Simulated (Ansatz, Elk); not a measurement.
# ScBi2S4F: X-ray structure factors from the self-consistent density

Structure refinements treat a crystal as free atoms side by side. For a made-up structure of ScBi2S4F (cell and positions from a PBEsol relaxation) the runs below show what the calculated density changes in F(hkl).

Method: DFT, PBE, all-electron APW+lo, Dirac cores, scalar-relativistic bands, static density, no spin, in Elk 11.2.3 (patched build).

The structure was built from a prototype and need not be the compound's stable phase.

## 1. The structure

Symmetry: P4/mmm, No. 123, tetragonal system. Conventional cell: a = 4.486 Å, b = 4.486 Å, c = 9.283 Å, α = 90.00°, β = 90.00°, γ = 90.00°. Nearest to Bi lie 4 S at 2.65 Å. Sc has 8 S at 2.72 Å nearest. Nearest to S lie 2 Bi at 2.65 Å and 2 Sc at 2.72 Å. Nearest to F lie 8 Bi at 3.60 Å. Farther neighbours and most contacts between anions are not listed.

## 2. Ground state and structure factors

An all-electron density is needed, since X-rays see the cores too. Task 0 finds the density and task 195 Fourier-transforms it; tshift is off so that phases refer to the origin typed.

Input file elk.in:

```
tasks
  0
  195

xctype
  20

spinpol
  .false.

rgkmax
  7.0

gmaxvr
  14.0

lmaxo
  7

lmaxapw
  8

swidth
  0.002

tshift
  .false.

ramdisk
  .false.

hmaxvr
  5.5

maxscl
  120

epspot
  1e-06

sppath
  './'

avec
  8.47694375457 0.00000000000 0.00000000000
  0.00000000000 8.47694375457 0.00000000000
  0.00000000000 0.00000000000 17.54282262102

atoms
  4
  'Bi.in'
  2
  0.5000000000 0.5000000000 0.3175732301   0.000000 0.000000 0.000000
  0.5000000000 0.5000000000 0.6824267699   0.000000 0.000000 0.000000
  'Sc.in'
  1
  -0.0000000000 0.0000000000 0.0000000000   0.000000 0.000000 0.000000
  'S.in'
  4
  -0.0000000000 0.5000000000 0.1652086252   0.000000 0.000000 0.000000
  0.5000000000 -0.0000000000 0.1652086252   0.000000 0.000000 0.000000
  -0.0000000000 0.5000000000 0.8347913748   0.000000 0.000000 0.000000
  0.5000000000 -0.0000000000 0.8347913748   0.000000 0.000000 0.000000
  'F.in'
  1
  -0.0000000000 -0.0000000000 0.5000000000   0.000000 0.000000 0.000000

ngridk
  5 5 3
```

Run with:

```console
$ OMP_NUM_THREADS=4 elk
```

Numbers of over 12 decimals in the logs are rounded to 6 here.

What it wrote:

```text
┌─────────────────────────┐
│ Elk code version 11.2.3 │
└─────────────────────────┘

All units are atomic (Hartree, Bohr, etc.)

┌─────────────────────────────────────────────────┐
│ Ground-state run starting from atomic densities │
└─────────────────────────────────────────────────┘

Lattice vectors :
   8.476943755       0.000000000       0.000000000
   0.000000000       8.476943755       0.000000000
   0.000000000       0.000000000       17.54282262

Reciprocal lattice vectors :
  0.7412087999       0.000000000       0.000000000
   0.000000000      0.7412087999       0.000000000
   0.000000000       0.000000000      0.3581627337

Unit cell volume      :    1260.602242
Brillouin zone volume :   0.1967711980

Muffin-tin inner radius fraction :   0.1000000000E-01

Nuclei treated as point charges

Species : 1 (Bi)
 parameters loaded from : Bi.in
 name : bismuth
 nuclear charge    :   -83.00000000
 electronic charge :    83.00000000
 atomic mass :    380947.9285
 muffin-tin radius :    2.778101064
 number of radial points in muffin-tin :   1393
 inner part over the whole radius :   0.9998603865E-02
 number on inner part of muffin-tin    :   1001
 approximate nuclear radius :   0.1052171418E-03
 number of mesh points to nuclear radius :    526
 atomic positions (lattice), magnetic fields (Cartesian) :
  1 :   0.50000000  0.50000000  0.31757323    0.00000000  0.00000000  0.00000000
  2 :   0.50000000  0.50000000 -0.31757323    0.00000000  0.00000000  0.00000000

Species : 2 (Sc)
 parameters loaded from : Sc.in
 name : scandium
 nuclear charge    :   -21.00000000
 electronic charge :    21.00000000
 atomic mass :    81949.61073
 muffin-tin radius :    2.400000000
 number of radial points in muffin-tin :    993
 inner part over the whole radius :   0.9898716403E-02
 number on inner part of muffin-tin    :    698
 approximate nuclear radius :   0.6711386133E-04
 number of mesh points to nuclear radius :    323
 atomic positions (lattice), magnetic fields (Cartesian) :
  1 :   0.00000000  0.00000000  0.00000000    0.00000000  0.00000000  0.00000000

Species : 3 (S)
 parameters loaded from : S.in
 name : sulphur
 nuclear charge    :   -16.00000000
 electronic charge :    16.00000000
 atomic mass :    58450.91931
 muffin-tin radius :    2.182793693
 number of radial points in muffin-tin :    793
 inner part over the whole radius :   0.9914018958E-02
 number on inner part of muffin-tin    :    554
 approximate nuclear radius :   0.6195814986E-04
 number of mesh points to nuclear radius :    251
 atomic positions (lattice), magnetic fields (Cartesian) :
  1 :   0.00000000  0.50000000  0.16520863    0.00000000  0.00000000  0.00000000
  2 :   0.50000000  0.00000000  0.16520863    0.00000000  0.00000000  0.00000000
  3 :   0.00000000  0.50000000 -0.16520863    0.00000000  0.00000000  0.00000000
  4 :   0.50000000  0.00000000 -0.16520863    0.00000000  0.00000000  0.00000000

Species : 4 (F)
 parameters loaded from : F.in
 name : fluorine
 nuclear charge    :   -9.000000000
 electronic charge :    9.000000000
 atomic mass :    34631.97045
 muffin-tin radius :    2.000000000
 number of radial points in muffin-tin :    593
 inner part over the whole radius :   0.9949055222E-02
 number on inner part of muffin-tin    :    410
 approximate nuclear radius :   0.5278478738E-04
 number of mesh points to nuclear radius :    175
 atomic positions (lattice), magnetic fields (Cartesian) :
  1 :   0.00000000  0.00000000  0.50000000    0.00000000  0.00000000  0.00000000

Total number of atoms per unit cell :    8
Total muffin-tin volume :    445.2950517
 ratio of muffin-tin to unit cell volume :   0.3532399331

Spin treatment :
 spin-unpolarised

Number of Bravais lattice symmetries :   16
Number of crystal symmetries         :   16
Crystal has inversion symmetry
Real symmetric eigensolver will be used

k-point grid :      5     5     3
k-point offset :    0.000000000       0.000000000       0.000000000
k-point set is reduced with full crystal symmetry group
[...]
total energy                :     -45626.599137171

Density of states at Fermi energy :    9.336431298
 (states/Hartree/unit cell)

Estimated indirect band gap :   0.7076963355E-02
 from k-point 6 to k-point 1
Estimated direct band gap   :   0.2455114265E-01
 at k-point 1

Charges :
 core                        :    188.0000000
 valence                     :    72.00000000
 interstitial                :    11.57951599
 muffin-tins (core leakage)
  species : 1 (Bi)
[...]
species : 2 (Sc)
[...]
species : 3 (S)
[...]
species : 4 (F)
[...]
total in muffin-tins        :    248.4204840
 total calculated charge     :    259.9977553
 total charge                :    260.0000000
 error                       :   0.2244742728E-02

RMS change in Kohn-Sham potential (target) :   0.5115741206     (  0.1000000000E-05)
Absolute change in total energy (target)   :   0.6938754928     (  0.1000000000E-03)

[... loops 3 to 17 left out ...]

┌──────────────────┐
│ Loop number : 18 │
└──────────────────┘

Energies :
 Fermi                       :     0.169033
 sum of occupied eigenvalues :     -28153.787105305
 electron kinetic            :      52967.363912103
 core electron kinetic       :      52535.790781113
 Coulomb                     :     -97641.950350768
 Coulomb potential           :     -79880.656601190
 nuclear-nuclear             :     -3058.5283055411
 electron-nuclear            :     -109329.96718807
 Hartree                     :      14746.545142840
 Madelung                    :     -57701.622050172
 xc potential                :     -1240.4944162177
 exchange                    :     -935.62108181107
 correlation                 :     -13.962599056717
 electron entropic           :    -0.55415933001685E-03
 total energy                :     -45624.170673692

Density of states at Fermi energy :    46.68676959
 (states/Hartree/unit cell)

Estimated indirect band gap :   0.4695597358E-02
 from k-point 2 to k-point 6
Estimated direct band gap   :   0.2777745665E-01
 at k-point 4

Charges :
 core                        :    188.0000000
 valence                     :    72.00000000
 interstitial                :    11.98756017
 muffin-tins (core leakage)
  species : 1 (Bi)
[...]
species : 2 (Sc)
[...]
species : 3 (S)
[...]
species : 4 (F)
[...]
total in muffin-tins        :    248.0124398
 total calculated charge     :    259.9979065
 total charge                :    260.0000000
 error                       :   0.2093529555E-02

RMS change in Kohn-Sham potential (target) :   0.4415740559E-06 (  0.1000000000E-05)
Absolute change in total energy (target)   :   0.6263552496E-04 (  0.1000000000E-03)

Convergence targets achieved

┌──────────────────┐
│ Loop number : 19 │
└──────────────────┘

Energies :
 Fermi                       :     0.169033
 sum of occupied eigenvalues :     -28153.787088798
 electron kinetic            :      52967.363923075
 core electron kinetic       :      52535.790782013
 Coulomb                     :     -97641.950344868
 Coulomb potential           :     -79880.656585015
 nuclear-nuclear             :     -3058.5283055411
 electron-nuclear            :     -109329.96719140
 Hartree                     :      14746.545152076
 Madelung                    :     -57701.622052360
 xc potential                :     -1240.4944268578
 exchange                    :     -935.62108215538
 correlation                 :     -13.962599073117
 electron entropic           :    -0.55415895096196E-03
 total energy                :     -45624.170657181

Density of states at Fermi energy :    46.68671889
 (states/Hartree/unit cell)

Estimated indirect band gap :   0.4695636432E-02
 from k-point 2 to k-point 6
Estimated direct band gap   :   0.2777741813E-01
 at k-point 4

Charges :
 core                        :    188.0000000
 valence                     :    72.00000000
 interstitial                :    11.98755983
 muffin-tins (core leakage)
  species : 1 (Bi)
[...]
species : 2 (Sc)
[...]
species : 3 (S)
[...]
atom 3                    :    14.50739475     (  0.7911481298E-04)
   atom 4                    :    14.50739475     (  0.7911481298E-04)
  species : 4 (F)
   atom 1                    :    8.866136639     ( -0.2954236740E-06)
 total in muffin-tins        :    248.0124402
 total calculated charge     :    259.9979065
 total charge                :    260.0000000
 error                       :   0.2093529718E-02

┌──────────────────────────────┐
│ Self-consistent loop stopped │
└──────────────────────────────┘

Warning : core states of species 1 leak from the muffin-tin :   0.7470387368E-03

Wrote STATE.OUT
```

Run time: 53 s. Hardware: 4 threads of Arm Neoverse V2, shared host; peak memory 0.37 GiB; 2 min of CPU time.

SFACRHO.OUT:

```text

h k l indices transformed by vhmat matrix:
   1.000000000       0.000000000       0.000000000    
   0.000000000       1.000000000       0.000000000    
   0.000000000       0.000000000       1.000000000    

      h      k      l  multipl.   |H|            Re(F)            Im(F)           |F|

      0      0      0      1   0.0000000       260.00000      0.32118119E-16   260.00000    
      0      0      1      2  0.35816273      -24.445699      0.27293606E-13   24.445699    
      0      0      2      2  0.71632547      -103.34566      0.40914502E-13   103.34566    
      0     -1      0      4  0.74120880      -128.09091     -0.98530617E-13   128.09091    
     -1      0      1      8  0.82320777       72.264817      0.21550428E-13   72.264817    
      1      0      2      8   1.0307825       121.78618     -0.89807773E-13   121.78618    
     -1     -1      0      4   1.0482275       121.21922      0.13975607E-12   121.21922    
      0      0     -3      2   1.0744882       99.078014      0.42473760E-13   99.078014    
     -1      1     -1      8   1.1077281      -76.527212     -0.35566614E-13   76.527212    
     -1     -1     -2      8   1.2696075      -48.963832     -0.92143863E-13   48.963832    
      0      1     -3      8   1.3053411      -126.59799     -0.56575338E-13   126.59799    
      0      0      4      2   1.4326509      -19.418056      0.16714417E-13   19.418056    
     -2      0      0      4   1.4824176       199.98416      0.17843970E-12   199.98416    
     -1      1      3      8   1.5011016       180.33030     -0.16155768E-13   180.33030    
     -2      0     -1      8   1.5250713      -26.923105     -0.25288049E-13   26.923105    
      0     -1      4      8   1.6130342       36.778865     -0.87391561E-14   36.778865    
     -2      0     -2      8   1.6464155      -87.287668     -0.11701460E-12   87.287668    
     -2     -1      0      8   1.6573933      -113.15935     -0.27273962E-12   113.15935
```

Elk indexes on the primitive cell of elk.in and gives |H| = 4π sin θ/λ in inverse bohr. Below, one row stands for each form hkl of the conventional cell (m members, Friedel mates merged), F is for one primitive cell and the density is static (no thermal factor). Free-atom factors are Waasmaier and Kirfel's, and R is Σm||F|−|F'||/Σm|F|.

```tsv
hkl	m	sin θ/λ (Å⁻¹)	abs F, DFT	neutral atoms	diff.
001	2	0.054	24.446	24.626	-0.180
002	2	0.108	103.346	103.551	-0.205
100	4	0.112	128.091	128.988	-0.897
101	8	0.124	72.265	72.600	-0.335
102	8	0.155	121.786	121.662	+0.124
110	4	0.158	121.219	121.917	-0.698
003	2	0.162	99.078	100.409	-1.331
111	8	0.167	76.527	75.793	+0.735
112	8	0.191	48.964	49.490	-0.526
103	8	0.196	126.598	126.373	+0.225
004	2	0.215	19.418	19.170	+0.248
200	4	0.223	199.984	199.600	+0.384
113	8	0.226	180.330	180.247	+0.083
201	8	0.229	26.923	26.703	+0.220
104	8	0.243	36.779	36.894	-0.115
202	8	0.248	87.288	87.354	-0.067
210	8	0.249	113.159	112.916	+0.243
211	16	0.255	61.910	62.052	-0.143
114	8	0.267	22.594	22.740	-0.146
005	2	0.269	85.269	84.955	+0.314
212	16	0.272	103.678	103.936	-0.258
203	8	0.275	93.043	92.745	+0.298
```

## 3. The highest occupied states alone

An energy window below the Fermi level keeps the highest occupied states, to see at which angles they scatter; shallow core shells can lie inside it and anion s states outside. No new self-consistency is needed.

elk.in, as its differences from that of step 2:

```diff
@@ -1,3 +1,2 @@
 tasks
-  0
   195
@@ -40,2 +39,5 @@
 
+wsfac
+  -0.271960 0.469030
+
 sppath
```

Run with:

```console
$ OMP_NUM_THREADS=4 elk
```

What it wrote:

```text
┌─────────────────────────────────┐
│ Elk code version 11.2.3 started │
└─────────────────────────────────┘

Info(readinput): the functional depends on the density's gradient
 muffin-tin radial points multiplied by    2.00000
 (not where nrmtscf is given)

┌────────────────────┐
│ Current task : 195 │
└────────────────────┘
Info(checkmt): changed muffin-tin radius of species 1 (Bi) from   2.8000 to   2.7781
Info(checkmt): changed muffin-tin radius of species 3 (S) from   2.2000 to   2.1828

Info(sfacrho): density structure factors written to SFACRHO.OUT

 Energy window :  -0.2719600000      0.4690300000

┌──────────────────┐
│ Elk code stopped │
└──────────────────┘
```

The job ended after 26 s (4 threads; peak memory 0.24 GiB; 29 s of CPU time).

States within 12 eV below the Fermi level hold 34.80 electrons; any levels below the window count with the cores, and a count that is not whole means the window cuts a band. Their amplitudes can exceed the total, where window and core parts have opposite phase:

```tsv
hkl	sin θ/λ (Å⁻¹)	abs F, window	abs F, all
001	0.054	2.793	24.446
002	0.108	2.415	103.346
100	0.112	2.373	128.091
101	0.124	2.150	72.265
102	0.155	5.652	121.786
110	0.158	2.284	121.219
003	0.162	10.373	99.078
111	0.167	8.420	76.527
112	0.191	6.367	48.964
103	0.196	4.058	126.598
```

## 4. Another functional

The difference from free atoms is small, so it is set against the change that LDA (Perdew-Wang) makes.

elk.in, as its differences from that of step 3:

```diff
@@ -1,2 +1,3 @@
 tasks
+  0
   195
@@ -4,3 +5,3 @@
 xctype
-  20
+  3
 
@@ -39,5 +40,2 @@
 
-wsfac
-  -0.271960 0.469030
-
 sppath
```

Run with:

```console
$ OMP_NUM_THREADS=4 elk
```

What it wrote:

```text
┌─────────────────────────┐
│ Elk code version 11.2.3 │
└─────────────────────────┘

All units are atomic (Hartree, Bohr, etc.)

┌─────────────────────────────────────────────────┐
│ Ground-state run starting from atomic densities │
└─────────────────────────────────────────────────┘

Lattice vectors :
   8.476943755       0.000000000       0.000000000
   0.000000000       8.476943755       0.000000000
   0.000000000       0.000000000       17.54282262

Reciprocal lattice vectors :
  0.7412087999       0.000000000       0.000000000
[...]
species : 2 (Sc)
[...]
species : 3 (S)
[...]
atom 4                    :    14.47621542     (  0.7265646807E-04)
  species : 4 (F)
   atom 1                    :    8.836932704     ( -0.4730094450E-05)
 total in muffin-tins        :    247.9329582
 total calculated charge     :    259.9979473
 total charge                :    260.0000000
 error                       :   0.2052687329E-02

┌──────────────────────────────┐
│ Self-consistent loop stopped │
└──────────────────────────────┘

Warning : core states of species 1 leak from the muffin-tin :   0.7481726332E-03

Wrote STATE.OUT
[key lines of the parts left out:]
total energy                :     -45594.131234776
```

The job ended after 35 s (4 threads; peak memory 0.28 GiB; 85 s of CPU time).

Against the first run R = 0.02 %; the largest change is +0.109 at 003.

## 5. Basis size

The basis and the expansions that go with it are enlarged, to see whether the differences are converged.

elk.in, as its differences from that of step 4:

```diff
@@ -5,3 +5,3 @@
 xctype
-  3
+  20
 
@@ -11,12 +11,12 @@
 rgkmax
-  7.0
+  8.5
 
 gmaxvr
-  14.0
+  18.0
 
 lmaxo
-  7
+  9
 
 lmaxapw
-  8
+  10
```

Run with:

```console
$ OMP_NUM_THREADS=4 elk
```

What it wrote:

```text
┌─────────────────────────┐
│ Elk code version 11.2.3 │
└─────────────────────────┘

All units are atomic (Hartree, Bohr, etc.)

┌─────────────────────────────────────────────────┐
│ Ground-state run starting from atomic densities │
└─────────────────────────────────────────────────┘

Lattice vectors :
   8.476943755       0.000000000       0.000000000
   0.000000000       8.476943755       0.000000000
   0.000000000       0.000000000       17.54282262

Reciprocal lattice vectors :
  0.7412087999       0.000000000       0.000000000
[...]
species : 2 (Sc)
[...]
species : 3 (S)
[...]
atom 4                    :    14.51087806     (  0.7918011156E-04)
  species : 4 (F)
   atom 1                    :    8.874305438     ( -0.2954235394E-06)
 total in muffin-tins        :    248.0436093
 total calculated charge     :    259.9979281
 total charge                :    260.0000000
 error                       :   0.2071879110E-02

┌──────────────────────────────┐
│ Self-consistent loop stopped │
└──────────────────────────────┘

Warning : core states of species 1 leak from the muffin-tin :   0.7467295533E-03

Wrote STATE.OUT
[key lines of the parts left out:]
total energy                :     -45624.184551163
```

The job ended after 2.5 min (4 threads; peak memory 0.74 GiB).

Against the first run R = 0.00 %; the largest change is -0.012 at 420.

## 6. Settings against the effect

```tsv
run	R against the first run (%)	R against neutral atoms, low angle (%)	wall time
PBE, rgkmax 7	0.00	0.29	53 s
LDA (Perdew-Wang)	0.02	0.27	35 s
rgkmax 8.5 with larger expansions	0.00	0.29	2.5 min
```

## 7. Outcome

```yaml
r_against_neutral_atoms_sin_theta_lambda_0p3_a_minus1: 0.29 %
r_against_neutral_atoms_0p3_to_0p62_a_minus1: 0.09 %
```

What this shows: Independent neutral atoms miss the calculated amplitudes by R = 0.29 % below 0.3 Å⁻¹ and 0.09 % from there to 0.62 Å⁻¹; by shells, 0.52 % below 0.15 Å⁻¹ (4 forms), 0.26 % 0.15 to 0.3 (20 forms), 0.14 % 0.3 to 0.45 (40 forms), 0.07 % above 0.45 (85 forms). Bonding, aspherical density and the tables' own atoms all enter these figures, and the runs don't part them. The largest change of an amplitude is -1.33 electrons, at 003. The window's part falls from 34.8 electrons at the origin to at most 1.34 between 0.45 and 0.62 Å⁻¹, where compact states inside the window still scatter. Below 0.3 Å⁻¹ the changes that finished (LDA (Perdew-Wang) and rgkmax 8.5 with larger expansions) move F by R = 0.03 % at most, against the 0.29 % that separates it from free atoms. The k-mesh has no finished test. Spin-orbit coupling is left out, which can matter for elements this heavy. Part of the difference isn't bonding: the tables are fits to free atoms and ions calculated by other methods than this functional. Thermal motion, anomalous dispersion and extinction are left out.

[Logs are printed without paths, hosts, clocks, repeated set-up lines and the standing remarks that a program may print on its own settings, such as how far it seeks lower states.]

[Hosts, paths, dates, database ids (printed as entryN), source tags and the programs' standing remarks are cut or masked in the printed files.]
